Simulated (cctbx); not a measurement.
## BPb across an absorption edge

Space group Pm-3m (no. 221), a = 3.3410 Å, b = 3.3410 Å, c = 3.3410 Å, α = 90.00°, β = 90.00°, γ = 90.00°.

```
atom  mult.    x    y    z  Ueq (Å²)
 Pb1      1    0    0    0    0.0101
  B1      1  1/2  1/2  1/2    0.0241
```

This is a model crystal, built by substitution and not relaxed, with assumed displacement parameters.

Calculated with cctbx: free-atom f′ and f″ from the Sasaki tables, no fine structure; amplitudes in electrons.

| E (eV) | F 0 0 4 | F 0 3 2 | F 3 0 0 | F 1 0 1 |
| --- | --- | --- | --- | --- |
| 12435 | 27.2 | 29.3 | 35.5 | 59.8 |
| 12785 | 25.9 | 27.9 | 34.0 | 58.2 |
| 12915 | 24.9 | 26.8 | 32.8 | 56.9 |
| 12975 | 23.9 | 25.8 | 31.7 | 55.6 |
| 13005 | 22.9 | 24.7 | 30.6 | 54.3 |
| 13020 | 21.9 | 23.7 | 29.5 | 53.1 |
| 13027 | 21.1 | 22.8 | 28.5 | 52.0 |
| 13031 | 20.2 | 21.9 | 27.6 | 50.9 |
| 13039 | 20.7 | 22.4 | 27.8 | 50.7 |
| 13043 | 21.9 | 23.6 | 29.2 | 52.3 |
| 13050 | 22.8 | 24.7 | 30.3 | 53.6 |
| 13065 | 23.9 | 25.7 | 31.5 | 55.0 |
| 13095 | 24.9 | 26.8 | 32.7 | 56.3 |
| 13185 | 26.2 | 28.2 | 34.2 | 58.0 |
| 13435 | 27.5 | 29.6 | 35.7 | 59.8 |

**Question.** Which edge is crossed, and why do the reflections move as they do?

The L3 edge of Pb. The edge is at 13035 eV. f′ of Pb falls from -12.2 e at 12915 eV to -18.4 e at 4 eV below it, and f″ steps from 3.94 to 10.12 e across it. Over that approach |F| changes by -19 % (0 0 4), -18 % (0 3 2), -16 % (3 0 0) and -11 % (1 0 1): a reflection falls where Pb scatters in phase with the total and rises where it scatters against it; it hardly moves where the Pb term is small or cancels by symmetry. Above the edge the larger f″ enters the imaginary part, where it can add to or cancel the other atoms' f″. The structure is centrosymmetric, so Friedel mates stay equal.

[Logs are printed without paths, hosts, clocks, repeated set-up lines and the standing remarks that a program may print on its own settings, such as how far it seeks lower states.]
